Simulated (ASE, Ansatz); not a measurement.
# 1T-PtSe2, 1 layer, Te on Se sites (48 atoms): geometry optimisation, part 2 of 2

How does 1T-PtSe2, 1 layer, Te on Se sites (48 atoms) relax, and what do bonds, charges and levels look like afterwards?

Ansatz 0.2.0; Kohn-Sham DFT, RPBE, PAW (set soft_2), plane waves.

The cell: 16 Pt, 25 Se and 7 Te. Only the Γ point is sampled, in a cell whose shortest periodic width is 13 Å. No spin–orbit coupling is included.

So far. Step 3 (Relaxation): The relaxation changed the energy by -73.6 meV/atom, and atoms moved by 0.15 Å r.m.s., 0.36 Å at most.

### Step 5. Single point at the relaxed geometry

One more single point at the end of the walk gives the fuller output and checks the residual forces.

File input.yaml:

```yaml
crystal:
  lattice:
    - [14.92, 0.0, 0.0]
    - [-7.46, 12.9211, 0.0]
    - [0.0, 0.0, 14.6]
  atoms:
    - { symbol: Pt, position: [0.99856, 0.99846, 0.50194] }
    - { symbol: Se, position: [0.08101, 0.16108, 0.59829] }
    - { symbol: Se, position: [0.16022, 0.0792, 0.40525] }
    - { symbol: Pt, position: [0.99778, 0.2466, 0.50981] }
    [... 38 atom lines left out ...]
    - { symbol: Pt, position: [0.75331, 0.49997, 0.49612] }
    - { symbol: Se, position: [0.83201, 0.66703, 0.58606] }
    - { symbol: Se, position: [0.91978, 0.58365, 0.40544] }
    - { symbol: Pt, position: [0.75299, 0.75427, 0.49463] }
    - { symbol: Se, position: [0.83336, 0.91517, 0.59552] }
    - { symbol: Se, position: [0.91969, 0.83672, 0.4053] }
kpoints:
  mp_grid: { grid: [1, 1, 1] }
hamiltonian:
  xc: rpbe
scf:
  occupations: { method: gaussian, width: 0.05 }
output:
  forces: true
  populations: intrinsic
  dos:
    method: { smearing: { sigma: 0.08 } }
    de: 0.1
    projected:
      site_lists:
        Pt: [Pt]
        Se: [Se]
        Te: [Te]
        layer_1: [0, 1, 2, 3, 4, 5, 6, 7, 8, 9, 10, 11, 12, 13, 14, 15, 16, 17, 18, 19, 20, 21, 22, 23, 24, 25, 26, 27, 28, 29, 30, 31, 32, 33, 34, 35, 36, 37, 38, 39, 40, 41, 42, 43, 44, 45, 46, 47]
  eigenvalues: true
  write_density: true
  write_potential: true
  volumetric_format: npy
```

Run with:

```console
> ansatz run input.yaml --threads 4 --pin off --max-ram 8192MiB --backend cpu --events-out ev --progress --plain --runs-dir out
```

Numbers of over 12 decimals in the logs are rounded to 6 here.

What it wrote:

```text
[...]
Crystal: 48 atoms, lattice volume = 2814.629 Å³
Basis set: ecut = 420 eV, 54931 PW (Γ), exchange–correlation on 200×200×200 points (8 copies of the dense FFT grid, shifted against one another)
Bands: 480, of which v1, the nominal top of the filled ones, is band 400 counted from 1 (399 counted from 0)
Symmetry: 1 space group operations
[...]
k-points: 1
[...]
SCF iter   1: F=—  HF=-386406.375691 eV  |F-HF|=—  |Δ(HF+E_count)|=         —  Δρ=2.76e-3  dr2=2.14e-1  ethr=1.77e-3  ⟨swp⟩=7.0  Hψ=1850  notcnv=0  defer=24
[...]
SCF iter  12: F=-386406.358871 eV  HF=-386406.358871 eV  |F-HF|=4.44e-8  |Δ(HF+E_count)|=   7.67e-8  Δρ=9.33e-7  dr2=6.35e-8  ethr=1.25e-11  ⟨swp⟩=24.0  Hψ=3856  notcnv=0
SCF 1 converged in 12 iterations: F = -386406.358871 eV  dr2 = 6.35e-8
[...]
WARN: The output density's exchange-correlation potential varies sharply where the density is thin. Do not read a vacuum level from v_tot or v_xc, or from such a field of the output density. On a cell that repeats whose density bears no net charge and no dipole along the vacuum's axis use v_es (v_loc + v_h of the components); [...]
SCF converged after 12 iterations
Free energy (F): -386406.358871 eV
[...]
Internal energy: -386406.358871 eV  (E = F + TS)
E sigma→0 (E₀):  -386406.358871 eV
Fermi energy:    1.876471 eV
[...]
--- Forces (eV/Å), atoms counted from 1 ---
  atom   1  Pt     0.00065190     0.00045880    -0.00208419
  atom   2  Se    -0.00359012    -0.00227556    -0.00115666
  atom   3  Se    -0.00283481     0.00244238    -0.00214490
  atom   4  Pt     0.00401120    -0.00359646    -0.00638813
  atom   5  Te    -0.00517999    -0.00205927     0.01253982
  atom   6  Se     0.00161514    -0.00310898     0.00277941
  atom   7  Pt    -0.00605363     0.00774099    -0.00302725
  atom   8  Se     0.00103393    -0.00364171    -0.00369029
  atom   9  Se     0.00888106     0.00119964     0.00027681
  atom  10  Pt    -0.00059747    -0.00202835     0.00370816
  atom  11  Se     0.00012217     0.00060925     0.00263366
  atom  12  Se    -0.00274555    -0.00507715     0.00192680
  atom  13  Pt     0.00600619     0.00421593    -0.00402923
  atom  14  Se    -0.00051763    -0.00413655    -0.00217894
[...]
atom  47  Se     0.00317197    -0.00410906     0.00036531
  atom  48  Se    -0.00111370    -0.00414188     0.00000382
  max |Σ_I F_I| component: 1.94e-5 eV/Å
--- Band table (eV) ---
[...]
--- intrinsic populations: 48 sites ---
  site symbol       q [e]
     0     Pt     17.4752
     1     Se     16.2965
     2     Se     16.2924
[...]
47     Se     16.2683
  spilling = 0.000000 (of n_electrons = 800.000000)
```

The job ended after 49 s (4 threads of Arm Neoverse V2, shared host; peak memory 3.8 GiB).

The program notes that the exchange-correlation potential is rough where the density is thin.

The run gave:

- free energy: -386406.3589 eV
- free energy per atom: -8050.1325 eV/atom
- SCF cycles: 12
- r.m.s. force component: 0.00571 eV/Å
- longest force: 0.02285 eV/Å
- Fermi energy: 1.876 eV
- gap (highest filled to lowest empty level): 0.8758 eV
- potential in mid-vacuum, over the Fermi level: 4.541 eV
- potential 4.5 Å over the upper face: 4.547 eV
- potential 4.5 Å under the lower face: 4.534 eV

Intrinsic-atomic-orbital charges by element:

```csv
element,coordination,atoms,mean charge (e),spread,least,most
Pt,all,16,0.459,0.0539,0.339,0.525
Se,all,25,-0.280,0.0134,-0.310,-0.259
Te,all,7,-0.0477,0.0177,-0.0696,-0.0164
```

Charge against the make-up of the first shell:

```csv
Se neighbours of Pt,atoms,mean charge (e)
2,1,0.339
3,2,0.379
4,2,0.423
5,7,0.473
6,4,0.521
```

By region:

```csv
region,atoms,mean length of the force (eV/Å),net charge (e)
layer 1,48,0.008,0
```

States in the cell by windows of 1 eV, zero at the Fermi level; the larger projections on atomic orbitals stand beside the total:

```csv
from (eV),to (eV),total,layer 1,Pt d,Se p,Te p,Pt s,Se s
-14,-13,39.3,39.2,2.5,0.5,0.2,1.9,33.8
-13,-12,3.5,3.5,0.3,0.0,0.0,0.0,2.9
-12,-11,13.7,13.7,1.1,0.2,0.1,0.6,0.7
-11,-7,0.0,0.0,0.0,0.0,0.0,0.0,0.0
-7,-6,17.1,16.9,4.6,7.6,1.3,3.1,0.3
-6,-5,67.9,67.3,35.7,23.2,4.7,1.8,1.4
-5,-4,53.1,52.5,27.2,17.0,5.3,0.9,1.3
-4,-3,40.8,40.6,33.6,3.7,1.2,1.1,0.8
-3,-2,55.1,54.3,23.4,22.5,6.2,1.4,0.5
-2,-1,43.2,42.5,10.2,25.7,6.3,0.0,0.1
-1,0,10.8,10.6,1.1,6.3,3.1,0.0,0.0
0,1,24.0,23.3,7.6,11.0,3.8,0.1,0.6
1,2,36.0,35.4,9.9,18.8,5.9,0.1,0.5
2,3,4.0,4.0,1.0,2.1,0.9,0.0,0.0
3,4,8.0,5.5,0.2,1.4,0.5,3.0,0.2
4,5,37.3,11.2,0.2,3.4,1.1,6.0,0.4
```

The curve was stored every 0.100 eV, coarse against its broadening of 0.08 eV, so these counts are rough.

Between -26 and -14 eV lie 8 more states.

The stored curve holds about 352 of the 800 electrons; the rest, give or take the few that broadening carries across the Fermi level, lie in deeper levels below its range.

The levels nearest the highest filled one (over half full), pooled over k-points and spins:

```csv
level less the highest filled one (eV),occupation
-0.565,2
-0.495,2
-0.478,2
-0.391,2
-0.0379,2
0,2
0.876,0
0.917,0
0.926,0
0.979,0
1.000,0
1.01,0
```

Planar average of the electrostatic potential energy along the normal, with the Fermi level as zero, after a running mean with a triangular window 4 Å wide at its base:

```csv
height (Å),potential energy (eV)
0.0,4.54
0.4,4.54
0.9,4.53
1.2,4.53
1.6,4.53
2.0,4.52
2.5,4.49
2.9,4.42
3.4,4.19
3.6,3.89
4.1,3.19
4.5,2.12
5.0,0.61
5.4,-1.32
5.8,-3.47
6.1,-4.91
6.6,-6.78
7.0,-7.98
7.4,-8.17
7.9,-7.30
8.3,-5.60
8.6,-4.22
9.1,-2.03
9.5,0.04
9.9,1.73
10.4,2.94
10.8,3.76
11.1,4.12
11.5,4.42
12.0,4.51
12.4,4.54
12.8,4.55
13.3,4.55
13.6,4.55
14.0,4.54
14.5,4.54
```

Electrostatic potential energy in the ca plane at fractional y = 0.079, with atoms of Se and Te within 0.2 Å of it. With pseudopotentials it is smooth inside the atoms' cores, unlike the true potential.

Ten even steps from '0' (-13 eV) to '9' (6 eV), each cell a mean:
```
99999999999999742125788888999999999999999
99999999999998302200689999999999999999999
99999999999998401201689999999999999999999
99999999999999853246677888899999999999999
99999999999999998875435666789999999999999
99999999999999998876445666789999999999999
99999999999999741124678888999999999999999
99999999999998402300589999999999999999999
99999999999998501100689999999999999999999
99999999999999864346777777789999999999999
99999999999999998876445544578999999999999
99999999999999876776556644578999999999999
99999999999986212125788877889999999999999
99999999999972299912789999999999999999999
99999999999984167603789999999999999999999
99999999999997532246778888999999999999999
99999999999999988875445667899999999999999
99999999999999988875456667899999999999999
99999999999999742246788888999999999999999
99999999999997102202789999999999999999999
99999999999997102202789999999999999999999
99999999999999742246778888899999999999999
99999999999999998875445556789999999999999
99999999999999998876445666799999999999999
```
Columns run along c (14.6 Å; values clipped at the 3rd and 97th percentile), rows up along a (14.9 Å). Atoms in or near the plane, at fractional coordinates: Se at (0.41, 0.16), Te at (0.40, 0.42), Se at (0.42, 0.67), Se at (0.41, 0.92).

Valence density in the ca plane at fractional y = 0.079, with atoms of Se and Te within 0.2 Å of it. It is the smooth field of the valence electrons, not physical close to the nuclei.

Ten steps, logarithmic in the rise over the least value, from '0' (0 e/Å³) to '9' (24 e/Å³), each cell a mean:
```
00000000000000123322111110000000000000000
00000000000001258963100000000000000000000
00000000000001258963110000000000000000000
00000000000000112222111111000000000000000
00000000000000000112222221100000000000000
00000000000000001112222221100000000000000
00000000000000123432111100000000000000000
00000000000001248973110000000000000000000
00000000000000247863110000000000000000000
00000000000000012222111111000000000000000
00000000000000000112222222110000000000000
00000000000000011112222222110000000000000
00000000000001244421111111000000000000000
00000000000012478742100000000000000000000
00000000000012467632100000000000000000000
00000000000000122221111110000000000000000
00000000000000000112222221100000000000000
00000000000000001112222211000000000000000
00000000000000123322111100000000000000000
00000000000001369852100000000000000000000
00000000000001369852100000000000000000000
00000000000000123322111111000000000000000
00000000000000000112222222100000000000000
00000000000000000112222221100000000000000
```
Columns run along c (14.6 Å), rows up along a (14.9 Å). Atoms in or near the plane, at fractional coordinates: Se at (0.41, 0.16), Te at (0.40, 0.42), Se at (0.42, 0.67), Se at (0.41, 0.92).

Mean intrinsic-atomic-orbital charges: Pt +0.46, Se -0.28, Te -0.05 e. The charge on Pt changes by +0.046 e for each Se neighbour that takes the place of another kind, on average. The largest share in the top eV of filled states is Se p (61 % of the projected weight), and in the lowest eV of empty states Se p (49 % of the projected weight). The potential stands 4.98 eV above the highest filled level over the upper face and 4.97 eV under the lower one, a reading of the ionisation potential at this level on the run's k-points.

The surroundings of Pt7, picked at random, nearest first, numbered as they follow in the input and with coordinates relative to it.

```csv
atom,x,y,z,distance (Å),bonds,intrinsic-atomic-orbital charge (e)
Pt7,0.00,0.00,0.00,0.00,6,0.48
Se8,0.01,2.18,1.26,2.52,3,-0.26
Se9,1.84,1.02,-1.39,2.52,3,-0.28
Se41,-1.86,-1.06,1.35,2.53,3,-0.30
Se42,0.07,-2.18,-1.29,2.53,3,-0.28
Se45,-1.79,1.06,-1.46,2.54,3,-0.29
Te5,1.86,-1.09,1.58,2.67,3,-0.05
Pt43,-3.65,-0.03,-0.14,3.65,6,0.47
Pt10,-1.84,3.21,-0.12,3.70,6,0.52
Pt40,-1.79,-3.25,0.05,3.71,6,0.47
Pt19,3.72,-0.01,-0.03,3.72,6,0.38
Pt22,1.88,3.21,-0.11,3.72,6,0.51
Pt4,1.89,-3.30,0.06,3.80,6,0.48
```

The column of bonds counts only the pairs Se-Pt within 3.00 Å, Pt-Te within 3.21 Å; other neighbours, such as metal atoms beside each other in a compound, aren't counted, and periodic images can show an atom twice.

### Step 6. Results

```yaml
energy_change_in_the_relaxation: -73.57 meV/atom
r_m_s_displacement: 0.15 Å
largest_displacement: 0.363 Å
free_energy_per_atom: -8050.1325 eV/atom
r_m_s_force_component: 0.00571 eV/Å
spacing_of_highest_filled_and_lowest_empty_level: 0.8758 eV
potential_in_mid_vacuum_over_the_fermi_level: 4.541 eV
wall_time_of_the_3_dft_runs: 3.2 min
```

In words: Relaxation lowers the energy by 73.6 meV/atom and moves atoms by 0.15 Å r.m.s.; the r.m.s. force component goes from 0.89 to 0.0057 eV/Å, and the gap from 1.03 to 0.876 eV. By the final cutoffs no bond was broken or made. First to last step the energy falls by 3.532 eV; the largest move, 0.36 Å, is that of Te5. The Pt-Te bonds change most in mean length: from 2.523 Å (spread 0.020) to 2.673 Å (spread 0.009). Counting bonds as in the table, all Pt atoms have 6, all Se atoms have 3 and all Te atoms have 3 bonded neighbours. Between filled and empty levels lie 0.876 eV at Γ alone; the mesh holds the band edges only if they fold onto it, so the gap at this level can be narrower or closed. The potential stands 4.98 eV above the highest filled level over the upper face and 4.97 eV under the lower one, a reading of the ionisation potential at this level on the run's k-points.

[Logs are printed without paths, hosts, clocks, repeated set-up lines and the standing remarks that a program may print on its own settings, such as how far it seeks lower states.]

[Hosts, paths, dates, database ids (printed as entryN), source tags and the programs' standing remarks are cut or masked in the printed files.]
